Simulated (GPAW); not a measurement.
## VN2: optical spectrum from first principles

Aim: the dielectric function of VN2, and the optical constants that follow from it.

Method: DFT, PBE, plane-wave PAW (GPAW data sets), scalar-relativistic, RPA, optical limit, in GPAW 26.7.0.

### 1. The starting structure

It takes space group I4/mcm (No. 140, tetragonal). The conventional cell has a = 4.301 Å, b = 4.301 Å, c = 4.983 Å, α = 90.00°, β = 90.00°, γ = 90.00°. V has 8 N at 2.13 Å nearest. Nearest to N lie 1 N at 1.40 Å and 4 V at 2.13 Å. Farther neighbours and most contacts between anions are not listed.

### 2. Ground state

The self-consistent density comes first; it also tells whether there is a gap, which decides the occupations and the need for a Drude term.

This step: DFT, PBE, plane-wave PAW (GPAW data sets), scalar-relativistic, ground state (GPAW 26.7.0).

Input file gs.py:

```python
from ase import Atoms
from ase.dft.bandgap import bandgap
from gpaw import GPAW, PW, FermiDirac

atoms = Atoms(['V', 'V', 'N', 'N', 'N', 'N'],
              cell=[[-2.150750000000, 2.150750000000, 2.491350000000],
                    [2.150750000000, -2.150750000000, 2.491350000000],
                    [2.150750000000, 2.150750000000, -2.491350000000]],
              scaled_positions=[[0.750000000000, 0.750000000000, 0.000000000000],
                                [0.250000000000, 0.250000000000, 0.000000000000],
                                [0.384900000000, 0.115100000000, 0.500000000000],
                                [0.884900000000, 0.384900000000, 0.269800000000],
                                [0.615100000000, 0.884900000000, 0.500000000000],
                                [0.115100000000, 0.615100000000, 0.730200000000]],
              pbc=[True, True, True])
atoms.set_initial_magnetic_moments([2.0, 2.0, 0.0, 0.0, 0.0, 0.0])
atoms.calc = GPAW(mode=PW(400), xc='PBE', kpts={'size': (7, 7, 7), 'gamma': True},
                  occupations=FermiDirac(0.05), maxiter=150, txt='gs.txt')
print('energy (eV)', atoms.get_potential_energy())
print('Fermi level (eV)', atoms.calc.get_fermi_level())
print('valence electrons', atoms.calc.get_number_of_electrons())
print('gap (eV)', bandgap(atoms.calc, output=None)[0])
print('direct gap (eV)', bandgap(atoms.calc, direct=True, output=None)[0])
print('moments', atoms.get_magnetic_moments().round(3).tolist())
atoms.calc.write('gs.gpw')
```

The run is started by

```bash
OMP_NUM_THREADS=1 python gs.py
```

Numbers of over 12 decimals in the logs are rounded to 6 here.

The log of the run:

```text
__  _  _
 | _ |_)|_||  |
 |__||  | ||/\| - 26.7.0

Versions:
  Python: 3.12.14
  ASE:    3.29.0
  Numpy:  2.5.5
  Scipy:  1.18.1
  Libxc:  7.0.0

Input parameters:
  mode=PW(ecut=400.0),
  kpts=MonkhorstPack(size=(7, 7, 7), gamma=True),
  maxiter=150,
  occupations=Occupations(name='fermi-dirac', width=0.05, fixmagmom=False),
  xc=XC(name='PBE')

Diagonalizing LCAO Hamiltonian
Converting LCAO to pw mode

        V
             N

        V N
               N

Atoms  # Å, Bohr magnetons
|   | symbol |         x |         y |         z |    initial magnetic moments |
| 0 |      V |  0.000000 | -0.000000 |  3.737025 | ( 0.0000,  0.0000,  2.0000) |
| 1 |      V |  0.000000 |  0.000000 |  1.245675 | ( 0.0000,  0.0000,  2.0000) |
| 2 |      N |  0.495103 |  1.655647 |  0.000000 | ( 0.0000,  0.0000,  0.0000) |
| 3 |      N | -0.495103 |  1.655647 |  2.491350 | ( 0.0000,  0.0000,  0.0000) |
| 4 |      N |  1.655647 |  0.495103 |  2.491350 | ( 0.0000,  0.0000,  0.0000) |
| 5 |      N |  2.645853 |  0.495103 | -0.000000 | ( 0.0000,  0.0000,  0.0000) |

Unit cell  # Å
| periodic |         x |         y |         z |  lengths |     angles |
|      yes | -2.150750 |  2.150750 |  2.491350 | 3.931701 | 113.673308 |
|      yes |  2.150750 | -2.150750 |  2.491350 | 3.931701 | 113.673308 |
|      yes |  2.150750 |  2.150750 | -2.491350 | 3.931701 | 101.359109 |

Number of symmetries: 8
Symmetry operations  # r_c * U_cc + t_c -> r_c
|   | kind |            matrix            |
| 0 |  C4  |  1, 1, 1,  0, 0,-1, -1, 0, 0 |
| 1 |  E   |  1, 0, 0,  0, 1, 0,  0, 0, 1 |
| 2 |  C2  |  0, 1, 0,  1, 0, 0, -1,-1,-1 |
| 3 |  S4  |  0, 0, 1, -1,-1,-1,  0, 1, 0 |
| 4 |  C4  |  0, 0,-1,  1, 1, 1,  0,-1, 0 |
| 5 |  σ   |  0,-1, 0, -1, 0, 0,  1, 1, 1 |
| 6 |  i   | -1, 0, 0,  0,-1, 0,  0, 0,-1 |
| 7 |  S4  | -1,-1,-1,  0, 0, 1,  1, 0, 0 |

BZ-sampling:
  Number of BZ points: 343
  Number of IBZ points: 52

  Monkhorst-Pack size: [7, 7, 7]
  Monkhorst-Pack shift: [0, 0, 0]

K-points  # in reciprocal-cell coordinates
|     |                                coordinates |     weight |
|   0 | (  0.00000000,   0.00000000,   0.00000000) | 0.00291545 |
|   1 | (  0.14285714,  -0.14285714,   0.00000000) | 0.01166181 |
|   2 | (  0.14285714,  -0.14285714,   0.14285714) | 0.01166181 |
|   3 | (  0.14285714,   0.00000000,   0.00000000) | 0.02332362 |
|   4 | (  0.14285714,   0.14285714,  -0.14285714) | 0.00583090 |
|   5 | (  0.28571429,  -0.28571429,  -0.14285714) | 0.01166181 |
|   6 | (  0.28571429,  -0.28571429,   0.00000000) | 0.01166181 |
|   7 | (  0.28571429,  -0.28571429,   0.14285714) | 0.01166181 |
|   8 | (  0.28571429,  -0.28571429,   0.28571429) | 0.01166181 |
|   9 | (  0.28571429,  -0.14285714,  -0.14285714) | 0.02332362 |
| ... |                                            |            |
|  51 | (  0.42857143,   0.42857143,   0.42857143) | 0.02332362 |

Plane wave coefficients: 846
Cutoff: 400.0 eV

Spin-components: 2 (collinear spins)
Bands:           34
Projectors:      32
Spin-degeneracy: 1
Datatype:        complex128

Parallelization:
  kpt:    1
  domain: 1
  band:   1

Density:
  Valence electrons: 46.0
  Components: 2
  Grid points: [20 20 20]
  Charge: 0.0  # |e|

Potential:
  Grid points: [20 20 20]

species:
  V:
    name:    Vanadium
    id:
    Z:       23.0
    valence: 13
    core:    10
    charge:  0.0  # [|e|]
    compensation charges:
      type: gauss
      rc: 0.37  # [Å]
      lmax: 2
    cutoffs:
      filter: 2.14  # [Å]
      core: 0.96  # [Å]
    projectors
    | kind |    occ | energy [eV] | rcut [Å] |
    |   3s |  2.000 |     -70.222 |    1.254 |
    |   4s |  2.000 |      -4.702 |    1.254 |
    |   3p |  6.000 |     -44.043 |    1.281 |
    |   4p |  0.000 |      -1.444 |    1.281 |
    |   3d |  3.000 |      -5.164 |    1.169 |
    |    d |        |      22.047 |    1.169 |

    Using partial waves for V as LCAO basis

  N:
    name:    Nitrogen
    id:
    Z:       7.0
    valence: 5
    core:    2
    charge:  0.0  # [|e|]
    compensation charges:
      type: gauss
      rc: 0.18  # [Å]
      lmax: 2
    cutoffs:
      filter: 1.11  # [Å]
      core: 0.96  # [Å]
    projectors
    | kind |    occ | energy [eV] | rcut [Å] |
    |   2s |  2.000 |     -18.583 |    0.603 |
    |   2p |  3.000 |      -7.089 |    0.529 |
    |    s |        |       8.629 |    0.603 |
    |    p |        |      20.123 |    0.529 |
    |    d |        |       0.000 |    0.577 |

    Using partial waves for N as LCAO basis

Reference energy: -57567.877141  # eV

eigensolver:
  PPCG
  Converge bands: occupied
  niter=2

density mixing:
  MSR1-Mixer
  Pratt-step length: 0.05
  Maximum mixing coefficient: 0.75
  Old densities: 10
  SVD Regularization: 0.005
  Good broyden scale: 1.0
  Trust region scale: 1.0
  Backstep threshold: 4.0
  History deletion threshold: 6.0
  Fourier metric: weight=20.0, sigma=0.015

occupation numbers:
  Fermi-Dirac:
    width: 0.0500  # eV

poisson solver:
  ecut: 3200.0  # eV

xc functional:
  name: PBE with 2 nearest neighbor stencil

convergence criteria:
- Maximum [total energy] change in last 3 cyles: 0.0005 eV / valence electron
- Maximum integral of absolute [dens]ity change: 0.0001 electrons / valence electron
- Maximum integral of absolute [eigenst]ate change: 4e-08 eV^2 / valence electron
maximum number of iterations: 150

SCF iterations
|iter     |      energy | eigst |  dens |  magmom |
|iter:   1||  -46.477304 | +0.38 |       |  +4.0037|
|iter:   2||  -45.620111 | -1.55 | -0.76 |  +3.8481|
|iter:   3||  -44.723748 | -1.29 | -0.82 |  +2.6675|
|iter:   4||  -44.968552 | -2.01 | -1.16 |  +1.7243|
|iter:   5||  -45.008838 | -2.16 | -1.33 |  +0.8333|
|iter:   6||  -45.048380 | -2.87 | -1.83 |  +0.3496|
|iter:   7||  -45.054065 | -3.37 | -2.06 |  +0.2462|
|iter:   8||  -45.056734c| -3.72 | -2.45 |  +0.1305|
|iter:   9||  -45.057348c| -4.26 | -2.87 |  +0.0588|
|iter:  10||  -45.057539c| -4.73 | -3.19 |  +0.0038|
|iter:  11||  -45.057552c| -6.09 | -3.77 |  -0.0009|
|iter:  12||  -45.057553c| -6.81 | -4.21c|  +0.0015|
|iter:  13||  -45.057553c| -7.89c| -4.87c|  +0.0007|

Converged in 13 steps
SCF loop duration: 66.686 s (5.130 s/step)
Energy contributions relative to reference atoms: (reference = -57567.877141)

Energy contributions:
  Kinetic:          -5.019925
  Coulomb:           7.796739
  Zero:              0.117046
  External:          0.000000
  Xc:              -47.939971
  Entropy:          -0.022882
  Spinorbit:         0.000000
  ----------------------------
  Free energy:     -45.068994
  Extrapolated:    -45.057553

dipole moment: (-10.448742, -10.448742, 12.103442)  # |e|*Ang

Total magnetic moment: (0.000000, 0.000000, 0.000728)

Local magnetic moments
|        x |        y |        z |
| 0.000000 | 0.000000 | 0.000343 |  # V    0
| 0.000000 | 0.000000 | 0.000343 |  # V    1
| 0.000000 | 0.000000 | 0.000006 |  # N    2
| 0.000000 | 0.000000 | 0.000006 |  # N    3
| 0.000000 | 0.000000 | 0.000006 |  # N    4
| 0.000000 | 0.000000 | 0.000006 |  # N    5

Fermi level: 12.709
Eigenvalues  # (at kpt = [0.000, 0.000, 0.000])
| band index |      eig [eV] | occ [0-1] |      eig [eV] | occ [0-1] |
|          0 |       -52.878 |     1.000 |       -52.878 |     1.000 |
|        ... |               |           |               |           |
|         15 |         6.011 |     1.000 |         6.011 |     1.000 |
|         16 |         6.011 |     1.000 |         6.011 |     1.000 |
|         17 |         9.047 |     1.000 |         9.047 |     1.000 |
|         18 |         9.385 |     1.000 |         9.385 |     1.000 |
|         19 |         9.821 |     1.000 |         9.821 |     1.000 |
|         20 |        10.115 |     1.000 |        10.115 |     1.000 |
|         21 |        10.115 |     1.000 |        10.115 |     1.000 |
|         22 |        10.123 |     1.000 |        10.123 |     1.000 |
|         23 |        13.504 |     0.000 |        13.505 |     0.000 |
|         24 |        13.641 |     0.000 |        13.641 |     0.000 |
|         25 |        13.641 |     0.000 |        13.641 |     0.000 |
|         26 |        14.078 |     0.000 |        14.079 |     0.000 |
|         27 |        14.660 |     0.000 |        14.660 |     0.000 |
|         28 |        14.883 |     0.000 |        14.884 |     0.000 |
|         29 |        14.883 |     0.000 |        14.884 |     0.000 |
|         30 |        15.045 |     0.000 |        15.045 |     0.000 |
|        ... |               |           |               |           |
|         33 |        21.867 |     0.000 |        21.867 |     0.000 |

No gap
No difference between direct/indirect transitions

--- standard output ---
energy (eV) -45.057553
Fermi level (eV) 12.708758
valence electrons 46.0
gap (eV) 0.0
direct gap (eV) 0.0
moments [0.0, 0.0, 0.0, 0.0, 0.0, 0.0]
```

Run time: 76 s. Hardware: 1 thread of Arm Neoverse V2, shared host; peak memory 0.21 GiB.

Numbers from this step:

- energy: -45.06 eV
- Fermi energy: 12.71 eV
- electrons: 46

There are states at the Fermi level within the smearing, so the occupations stay smeared and the carriers get a Drude term.

### 3. Bands for the response

The response needs many more empty bands than the density does.

This step: DFT, PBE, plane-wave PAW (GPAW data sets), scalar-relativistic, bands at fixed density (GPAW 26.7.0).

Input file nscf.py:

```python
from ase.dft.bandgap import bandgap
from gpaw import GPAW, FermiDirac

calc = GPAW('gs.gpw').fixed_density(kpts={'size': (12, 12, 12), 'gamma': True}, nbands=47, convergence={'bands': 41},
                                    occupations=FermiDirac(0.05), txt='nscf.txt')
print('gap (eV)', bandgap(calc, output=None)[0])
print('direct gap (eV)', bandgap(calc, direct=True, output=None)[0])
print('top band over the Fermi level (eV)', min(calc.get_eigenvalues(kpt=k)[40] for k in range(len(calc.get_ibz_k_points()))) - calc.get_fermi_level())
calc.write('full.gpw', mode='all')
```

The run is started by

```bash
OMP_NUM_THREADS=1 python nscf.py
```

The log of the run:

```text
Diagonalizing LCAO Hamiltonian
Converting LCAO to pw mode
convergence criteria:
- Maximum integral of absolute [eigenst]ate change: 4e-08 eV^2 / valence electron
maximum number of iterations: 150

SCF iterations
|iter     |      energy | eigst |  dens |  magmom |
|iter:   1||             | +1.61 |       |  +0.0007|
|iter:   2||             | +0.90 |       |  +0.0007|
|iter:   3||             | +0.23 |       |  +0.0007|
|iter:   4||             | -0.79 |       |  +0.0007|
|iter:   5||             | -1.76 |       |  +0.0007|
|iter:   6||             | -2.77 |       |  +0.0007|
|iter:   7||             | -3.71 |       |  +0.0007|
|iter:   8||             | -4.70 |       |  +0.0007|
|iter:   9||             | -5.64 |       |  +0.0007|
|iter:  10||             | -6.62 |       |  +0.0007|
|iter:  11||             | -7.41c|       |  +0.0007|
SCF steps: 11
  __  _  _
 | _ |_)|_||  |
 |__||  | ||/\| - 26.7.0

Versions:
  Python: 3.12.14
  ASE:    3.29.0
  Numpy:  2.5.5
  Scipy:  1.18.1
  Libxc:  7.0.0

Input parameters:
  mode=PW(ecut=400.0),
  convergence={'bands': 41},
  gpts=array([20, 20, 20]),
  kpts=MonkhorstPack(size=(12, 12, 12), gamma=True),
  maxiter=150,
  nbands=47,
  occupations=Occupations(name='fermi-dirac', width=0.05, fixmagmom=False),
  parallel={},
  xc=XC(name='PBE')

--- standard output ---
gap (eV) 0.0
direct gap (eV) 0.0
top band over the Fermi level (eV) 15.821291
```

Elapsed: 5.5 min, on 1 thread; peak memory 0.56 GiB.

(Part 1 of 2 ends here.)

[Machine, clock and banner lines and Python warnings are left out of the logs.]

[Logs are printed without paths, hosts, clocks, repeated set-up lines and the standing remarks that a program may print on its own settings, such as how far it seeks lower states.]

[Hosts, paths, dates, database ids (printed as entryN), source tags and the programs' standing remarks are cut or masked in the printed files.]
